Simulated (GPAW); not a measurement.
Computed results, one entry a study.

```json
{"subject": "Quasiparticle gap of SnSe2 (1T monolayer) in GPAW", "lattice_ang": [[3.7666, -0.0, 0.0], [-1.8833, 3.262, 0.0], [0.0, 0.0, 14.1]], "atoms": [["Sn", 0.0, 0.0, 0.5], ["Se", 0.3333, 0.6667, 0.6119], ["Se", 0.6667, 0.3333, 0.3881]], "method": "DFT, LDA, plane waves, PAW (and 1 further level or step)", "program": "GPAW 26.7.0", "settings_of_one_run": "cutoff 550 eV, GPAW PAW setups 1.2.1 data release, 9×9×1 k-mesh", "cost": "4 runs, 5.7 min in all on 4 MPI ranks of Arm Neoverse V1, shared host (the runs of this entry)", "notes": "Values taken over the cell’s volume include its vacuum. The start is a generated structure, not a measured one. Limits: no spin-orbit coupling. Bands and cutoff are finite, so the gap is not at the basis limit. The miss can reach some tenths of an eV and take either sign; the mesh is an error of its own.", "results": {"lda_gap": "0.75 eV, indirect", "g0w0_gap_on_the_mesh": "1.93 eV", "gw_settings": "9×9×1 mesh, 130 bands, screening to 48 eV, full frequency, Hilbert transform", "known_limits": "not at the basis limit; no spin-orbit coupling"}}
```

[Paths, hosts, dates, memory and timing lines, banners, echoed tables and standing remarks are left out of the program output.]

[Logs are printed without paths, hosts, clocks, repeated set-up lines and the standing remarks that a program may print on its own settings, such as how far it seeks lower states.]

[Runs of the session that timed out or met a known fault of the program may be left out.]

[Hosts, paths, dates, database ids (printed as entryN), source tags and the programs' standing remarks are cut or masked in the printed files.]
